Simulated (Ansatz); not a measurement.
# Phonons of HfZnIn in the AlB2 type

The plan: relax HfZnIn in the AlB2 type, check its phonons, and, if the lattice is stable, compute its Eliashberg function and ρ(T).

Calculated with Ansatz 0.2.0; DFT PBE, scalar-relativistic, plane waves, PAW; PAW set soft_1.

Most raw output is cut from this account.

The structure was built from a prototype and need not be the compound's stable phase.

### 1. The structure

Symmetry: P-6m2, No. 187, hexagonal system. Conventional cell: a = 4.122 Å, b = 4.122 Å, c = 4.328 Å, α = 90.00°, β = 90.00°, γ = 120.00°. Nearest to Hf lie 6 In at 3.22 Å and 6 Zn at 3.22 Å. In has 3 Zn at 2.38 Å and 6 Hf at 3.22 Å nearest. Zn has 3 In at 2.38 Å and 6 Hf at 3.22 Å nearest. Farther neighbours are not listed.

### 2. Relaxation

The structure is brought to rest under this functional.

File input.yaml:

```yaml
crystal:
  lattice:
    - [4.12172, 0.0, 0.0]
    - [-2.06086, 3.56951, 0.0]
    - [0.0, 0.0, 4.3278]
  atoms:
    - { symbol: Hf, position: [0.0, 0.0, 0.0] }
    - { symbol: In, position: [0.33333333, 0.66666667, 0.5] }
    - { symbol: Zn, position: [0.66666667, 0.33333333, 0.5] }
kpoints:
  mp_grid: { grid: [9, 9, 8] }
hamiltonian:
  xc: pbe
  pseudopotentials: { kind: paw, azcp: { folder: soft_1 } }
scf:
  occupations: { method: gaussian, width: 0.1 }
output:
  forces: true
  stress: true
  eigenvalues: true
relax:
  adjacent_minimum: "off"
  f_tol: 0.005
  max_steps: 80
  cell: { stress_tol: 0.05 }
```

On the command line:

```bash
> ansatz run input.yaml --threads 4 --pin off --max-ram 12288MiB --backend cpu --events-out ev --progress --plain --runs-dir out
```

It took 90 s on 4 threads of Intel Xeon Platinum 8488C (Sapphire Rapids), shared host; peak memory 0.58 GiB.

The steps of the relaxation:

```tsv
step	energy less that of the first step (eV)	largest force component (eV/Å)	pressure (GPa)	volume (Å³)
1	0.0000	0.0000	1.36	63.67
2	-0.3644	0.0000	-0.05	63.02
3	-0.6206	0.0000	0.16	61.55
4	-0.8717	0.0000	0.09	60.33
5	-1.1136	0.0000	0.74	58.88
6	-1.2515	0.0000	-3.56	60.86
7	-1.1967	0.0000	6.45	55.33
8	-1.2791	0.0000	0.00	58.56
9	-1.2793	0.0000	0.00	58.56
10	-1.2793	0.0000	0.00	58.55
11*	-1.2814	0.0000	0.09	58.55
12	-1.2814	0.0000	0.00	58.60
13*	-1.2815	0.0000	0.00	58.60
```

Relaxation steps marked * repeat the geometry before them on a plane-wave basis chosen anew for their cell, so energy and pressure can jump there. Relaxation step 7 was tried and not accepted.

The run keeps the 12 symmetry operations that it works with, so distortions that break them were not tested.

```tsv
cell as run	before	after	change
a (Å)	4.122	4.581	+11.1 %
b (Å)	4.122	4.581	+11.1 %
c (Å)	4.328	3.225	-25.5 %
volume (Å³/atom)	21.22	19.53	-8.0 %
```

The relaxed structure:

```xyz
3
Lattice="4.5808 0.0000 0.0000 -2.2904 3.9670 0.0000 0.0000 0.0000 3.2249" Properties=species:S:1:pos:R:3 pbc="T T T"
Hf    0.0000    0.0000    0.0000
In    0.0000    2.6447    1.6125
Zn    2.2904    1.3223    1.6125
```

This step gave:

| Item | Value |
| --- | --- |
| pressure | -6.37e-4 GPa |
| volume per atom | 19.53 Å³/atom |
| metallic on mesh | yes |
| gap on the k-mesh | 0 eV |

The largest force is now zero by symmetry and the largest stress component 0.0068 GPa.

### 3. Tight relaxation

No force is left; the cell is relaxed once more with another smearing and tight thresholds.

input.yaml, the sections that differ from step 2:

```yaml
crystal:
  lattice:
    - [4.5807512076, 0.0, 0.0]
    - [-2.2903756038, 3.9670469142, 0.0]
    - [0.0, 0.0, 3.2249353892]
  atoms:
    - { symbol: Hf, position: [0.0, 0.0, 0.0] }
    - { symbol: In, position: [0.3333333333, 0.6666666667, 0.5] }
    - { symbol: Zn, position: [0.6666666667, 0.3333333333, 0.5] }
kpoints:
  mp_grid: { grid: [6, 6, 8] }
scf:
  occupations: { method: methfessel_paxton, width: 0.2 }
relax:
  adjacent_minimum: "off"
  f_tol: 0.001
  max_steps: 60
  cell: { stress_tol: 0.01 }
# hamiltonian, output: as in step 2
```

Run time: 9.7 s. Hardware: 4 threads; peak memory 0.53 GiB; 37 s of CPU time.

Little changed from the start: no atom moved by 0.005 Å and no cell edge by 0.1 %.

Numbers from this step:

```
pressure        : 9.13e-5 GPa
volume per atom : 19.54 Å³/atom
```

The largest force is now zero by symmetry and the largest stress component 4.0e-4 GPa, small enough for phonons.

### 4. Lattice stability: q 2×2×2, k 4×4×6

Before any scattering is computed, the phonons show whether the structure is a minimum.

File input.yaml:

```yaml
crystal:
  lattice:
    - [4.5813338251, 0.0, 0.0]
    - [-2.2906669125, 3.9675514757, 0.0]
    - [0.0, 0.0, 3.2249256369]
  atoms:
    - { symbol: Hf, position: [0.0, 0.0, 0.0] }
    - { symbol: In, position: [0.3333333333, 0.6666666667, 0.5] }
    - { symbol: Zn, position: [0.6666666667, 0.3333333333, 0.5] }
kpoints:
  mp_grid: { grid: [4, 4, 6] }
hamiltonian:
  xc: pbe
  pseudopotentials: { kind: paw, azcp: { folder: soft_1 } }
scf:
  occupations: { method: methfessel_paxton, width: 0.2 }
output:
  eigenvalues: true
phonons:
  method: dfpt
  qmesh: [2, 2, 2]
  temperatures: { t_max: 1000, t_step: 50 }
  qpath:
    path:
      - [[0.0, 0.0, 0.0], [0.5, 0.0, 0.0], [0.33333333, 0.33333333, 0.0], [0.0, 0.0, 0.0], [0.0, 0.0, 0.5], [0.5, 0.0, 0.5], [0.33333333, 0.33333333, 0.5], [0.0, 0.0, 0.5]]
      - [[0.5, 0.0, 0.5], [0.5, 0.0, 0.0]]
      - [[0.33333333, 0.33333333, 0.5], [0.33333333, 0.33333333, 0.0]]
    npoints: 10
```

Wall time 33 s (4 threads); peak memory 0.65 GiB; 2 min of CPU time.

Numbers from this step:

```yaml
share_of_imaginary_modes_in_the_plain_interpolation_between_solved_wavevectors: 0.048
highest_frequency_solved_or_plainly_interpolated: 219.4 cm⁻¹
```

Solved on the 2×2×2 mesh alone; all other wavevectors are interpolated. The phonon branches at the labelled points (cm⁻¹):

```tsv
point	branch 1	branch 2	branch 3	branch 4	branch 5	branch 6	branch 7	branch 8	branch 9
Γ	0	0	0	47	110	128	128	207	207
halfway	40	45	53	72	104	118	124	202	213
M	53	64	72	85	95	103	139	192	218
halfway	53	65	74	87	94	94	151	187	219
K	54	72	76	78	91	93	167	176	219
halfway	43	48	56	80	102	112	128	200	214
Γ	0	0	0	47	110	128	128	207	207
halfway	6	61	61	76	122	124	124	204	204
A	-46	100	100	106	109	109	134	201	201
halfway	-45	85	92	95	115	126	140	195	203
L	-39	58	89	91	121	137	141	188	206
halfway	-38	63	76	103	115	142	143	180	210
H	-37	67	70	106	109	144	149	171	213
halfway	-44	81	86	99	114	129	141	191	206
A	-46	100	100	106	109	109	134	201	201
jump to L	-39	58	89	91	121	137	141	188	206
halfway	26	58	79	93	111	120	139	190	212
M	53	64	72	85	95	103	139	192	218
jump to H	-37	67	70	106	109	144	149	171	213
halfway	27	64	73	90	101	124	160	174	216
K	54	72	76	78	91	93	167	176	219
```

Lowest modes at the softest wavevector of the mesh. Modes at q = (0.000, 0.000, 0.500), with each element's share of the kinetic energy (negative means imaginary):

```tsv
mode	frequency (cm⁻¹)	Hf %	In %	Zn %
1	-45.5	0	16	84
2	100.5	0	61	39
3	100.5	0	61	39
4	106.4	100	0	0
5	108.8	100	0	0
6	108.8	100	0	0
```

Displacements in mode 1 (-45.5 cm⁻¹), the largest set to 1, in the home cell:
```
Hf1  0.00  0.00  0.00
In2  0.00  0.00 -0.33
Zn3  0.00  0.00  1.00
```

Displacements in mode 4 (106.4 cm⁻¹), the largest set to 1, in the home cell:
```
Hf1 0.00 0.00 1.00
In2 0.00 0.00 0.00
Zn3 0.00 0.00 0.00
```

Among the solved wavevectors the lowest mode, translations apart, is -45.5 cm⁻¹, imaginary.

### 5. Lattice stability: q 3×3×2, k 6×6×8

An imaginary mode on so few k-points may come from the sampling, so the phonons are repeated with another q and k mesh.

input.yaml: that of step 4 with these lines changed.

```diff
@@ -10,3 +10,3 @@
 kpoints:
-  mp_grid: { grid: [4, 4, 6] }
+  mp_grid: { grid: [6, 6, 8] }
 hamiltonian:
@@ -20,3 +20,3 @@
   method: dfpt
-  qmesh: [2, 2, 2]
+  qmesh: [3, 3, 2]
   temperatures: { t_max: 1000, t_step: 50 }
```

It took 2.1 min on 4 threads; peak memory 0.94 GiB; 8 min of CPU time.

This step gave:

| Item | Value |
| --- | --- |
| share of imaginary modes in the plain interpolation between solved wavevectors | 0.0532 |
| highest frequency, solved or plainly interpolated | 216.2 cm⁻¹ |

Solved on the 3×3×2 mesh alone; all other wavevectors are interpolated. Phonon branches along the path, in cm⁻¹:

```tsv
point	branch 1	branch 2	branch 3	branch 4	branch 5	branch 6	branch 7	branch 8	branch 9
Γ	0	0	0	41	111	129	129	204	204
halfway	42	46	52	75	105	117	119	200	210
M	55	63	74	85	96	102	140	185	216
halfway	56	64	75	85	94	95	150	183	215
K	57	72	77	77	92	93	166	174	213
halfway	46	48	57	82	104	109	124	199	211
Γ	0	0	0	41	111	129	129	204	204
halfway	-25	60	60	70	121	124	124	202	202
A	-53	94	100	100	108	108	133	200	200
halfway	-58	78	89	94	109	126	143	195	203
L	-41	36	89	90	107	136	146	189	206
halfway	-33	41	73	96	98	142	146	181	210
H	-22	47	64	88	95	147	150	173	212
halfway	-56	73	84	96	107	130	145	191	205
A	-53	94	100	100	108	108	133	200	200
jump to L	-41	36	89	90	107	136	146	189	206
halfway	26	49	76	93	105	122	139	187	211
M	55	63	74	85	96	102	140	185	216
jump to H	-22	47	64	88	95	147	150	173	212
halfway	35	56	71	80	94	126	159	174	213
K	57	72	77	77	92	93	166	174	213
```

Lowest modes at the softest wavevector of the mesh. The modes at q = (0.000, 0.333, 0.500) (shares of kinetic energy by element, %) (negative means imaginary):

```tsv
mode	frequency (cm⁻¹)	Hf %	In %	Zn %
1	-54.0	4	10	87
2	62.6	70	20	10
3	89.9	74	20	6
4	91.3	0	60	40
5	108.4	100	0	0
6	131.5	24	46	31
```

Displacements in mode 1 (-54.0 cm⁻¹), the largest set to 1, in the home cell (x, y, z of the real part, then of the imaginary part):
```
Hf1  0.00  0.01  0.00  0.00  0.12  0.00
In2  0.00  0.00  0.21  0.00  0.00  0.14
Zn3  0.00  0.00 -1.00  0.00  0.00  0.03
```

Displacements in mode 4 (91.3 cm⁻¹), the largest set to 1, in the home cell (x, y, z of the real part, then of the imaginary part):
```
Hf1  0.00  0.00  0.00  0.00  0.00  0.00
In2 -0.93  0.00  0.00  0.03  0.00  0.00
Zn3 -1.00  0.00  0.00 -0.03  0.00  0.00
```

The modes has structure finer than the step of the table below, so its rows give means over 10 cm⁻¹, whole bins alone (the curve runs from -67.2 to 233 cm⁻¹). Peaks (cm⁻¹: height): Hf 57.2: 0.0319, 91.2: 0.0858; In 70.4: 0.0265, 106.2: 0.0199, 140.2: 0.0376, 210.0: 0.0355; Zn -37.1: 0.0122, 51.6: 0.0210, 138.3: 0.0125, 187.3: 0.0329, 210.0: 0.0494.

Phonopy on the run's constants, 15x15x17 mesh, Gaussian sigma 2.1 cm⁻¹. The modes by wavenumber; means over each step; values in 1/cm⁻¹/cell:

```tsv
wavenumber (cm⁻¹)	Hf	In	Zn
-60	7.3e-5	3.9e-4	0.00339
-50	3.1e-4	0.00119	0.0108
-40	3.5e-4	0.00101	0.0107
-30	3.1e-4	6.4e-4	0.00820
-20	2.3e-4	5.2e-4	0.00648
-10	1.1e-4	2.6e-4	0.00284
0	4.9e-5	4.4e-5	2.6e-4
10	2.5e-4	2.4e-4	0.00214
20	9.6e-4	9.7e-4	0.00570
30	0.00225	0.00184	0.00871
40	0.00831	0.00550	0.0138
50	0.0209	0.0134	0.0193
60	0.0277	0.0210	0.00836
70	0.0219	0.0235	0.00826
80	0.0197	0.0160	0.00754
90	0.0645	0.0157	0.00843
100	0.0461	0.0145	0.00945
110	0.0364	0.0188	0.00912
120	0.0171	0.0172	0.00920
130	0.0132	0.0248	0.0111
140	0.0107	0.0340	0.00983
150	0.00333	0.0135	0.00325
160	4.1e-4	0.00212	6.4e-4
170	6.9e-5	3.2e-4	0.00183
180	6.5e-4	0.00538	0.0160
190	0.00120	0.0147	0.0289
200	7.1e-4	0.0190	0.0288
210	0.00168	0.0302	0.0421
220	2.8e-4	0.00345	0.00465
```

No LO-TO term; unit eigenvectors of the mass-weighted matrix. Modes at Γ, with each element's share of the kinetic energy:

```tsv
mode	frequency (cm⁻¹)	symmetry	Hf %	In %	Zn %
1	0.0	unnamed	50	32	18
2	0.0	unnamed	50	32	18
3	0.0	unnamed	50	32	18
4	40.6	A2''	1	27	72
5	110.9	A2''	49	41	10
6	129.1	E'	50	25	25
7	129.1	E'	50	25	25
8	204.0	E'	0	43	57
9	204.0	E'	0	43	57
```

Displacements in mode 4 (40.6 cm⁻¹), the largest set to 1:
```
Hf1  0.00  0.00 -0.07
In2  0.00  0.00 -0.46
Zn3  0.00  0.00  1.00
```

Displacements in mode 9 (204.0 cm⁻¹), the largest set to 1:
```
Hf1  0.00  0.05  0.00
In2  0.00 -0.65  0.00
Zn3  0.00  1.00  0.00
```

Among the solved wavevectors the lowest mode, translations apart, is -54 cm⁻¹, imaginary.

### 6. Phonons: Fermi–Dirac smearing of 0.3 eV

The phonons are repeated on the same meshes with a wide Fermi–Dirac smearing, to see whether the soft mode comes from sharp features of the Fermi surface.

input.yaml: that of step 5 with these lines changed.

```diff
@@ -15,3 +15,3 @@
 scf:
-  occupations: { method: methfessel_paxton, width: 0.2 }
+  occupations: { method: fermi_dirac, width: 0.3 }
 output:
```

Elapsed: 2.3 min, on 4 threads; peak memory 0.96 GiB.

Numbers from this step:

- share of imaginary modes in the plain interpolation between solved wavevectors: 0.0224
- highest frequency, solved or plainly interpolated: 215.9 cm⁻¹

Solved on the 3×3×2 mesh alone; all other wavevectors are interpolated. Phonon branches along the path, in cm⁻¹:

```tsv
point	branch 1	branch 2	branch 3	branch 4	branch 5	branch 6	branch 7	branch 8	branch 9
Γ	0	0	0	45	109	129	129	206	206
halfway	39	46	52	73	104	116	120	201	211
M	55	59	73	84	95	100	140	186	216
halfway	56	60	74	84	92	93	150	183	215
K	57	65	76	77	88	92	165	173	215
halfway	43	50	56	80	102	108	124	199	212
Γ	0	0	0	45	109	129	129	206	206
halfway	19	58	58	82	124	124	124	204	204
A	-35	98	98	105	105	121	132	202	202
halfway	-23	79	93	97	107	132	141	196	205
L	-12	52	88	99	104	140	143	190	208
halfway	-14	50	77	99	108	144	144	181	212
H	-17	47	70	94	112	144	151	172	215
halfway	-19	73	86	102	106	134	142	192	207
A	-35	98	98	105	105	121	132	202	202
jump to L	-12	52	88	99	104	140	143	190	208
halfway	37	55	74	97	102	121	141	188	212
M	55	59	73	84	95	100	140	186	216
jump to H	-17	47	70	94	112	144	151	172	215
halfway	33	54	72	82	104	124	159	173	215
K	57	65	76	77	88	92	165	173	215
```

Lowest modes at the softest wavevector of the mesh. The modes at q = (0.000, 0.000, 0.500) (shares of kinetic energy by element, %) (negative means imaginary):

```tsv
mode	frequency (cm⁻¹)	Hf %	In %	Zn %
1	-34.7	0	14	86
2	98.4	0	61	39
3	98.4	0	61	39
4	104.7	100	0	0
5	104.7	100	0	0
6	120.9	100	0	0
```

Displacements in mode 1 (-34.7 cm⁻¹), the largest set to 1, in the home cell:
```
Hf1  0.00  0.00  0.00
In2  0.00  0.00 -0.31
Zn3  0.00  0.00  1.00
```

Displacements in mode 6 (120.9 cm⁻¹), the largest set to 1, in the home cell:
```
Hf1 0.00 0.00 1.00
In2 0.00 0.00 0.00
Zn3 0.00 0.00 0.00
```

Among the solved wavevectors the lowest mode, translations apart, is -34.7 cm⁻¹, imaginary.

### 7. Summary of results

* phonon run of the rows without a label of their own: PBE, q 3×3×2, k 6×6×8
* softest mode on the q mesh: -54 cm⁻¹ at q = (0, 0.333, 0.5)
* highest frequency, solved or plainly interpolated: 216 cm⁻¹

What this shows: The lattice is dynamically unstable at this level: a mode at q = (0, 0.333, 0.5) is imaginary, 54i cm⁻¹, so no harmonic coupling constant or resistivity is defined for this structure. These meshes are coarse, and single modes of a metal can move by tens of cm⁻¹ with the k mesh. Spin–orbit coupling, left out here, matters for Hf. The phonon runs are not spin-polarised. The structure was built by hand as an ordered model, and its stability against other phases was not tested.

[Logs are printed without paths, hosts, clocks, repeated set-up lines and the standing remarks that a program may print on its own settings, such as how far it seeks lower states.]

[Hosts, paths, dates, database ids (printed as entryN), source tags and the programs' standing remarks are cut or masked in the printed files.]
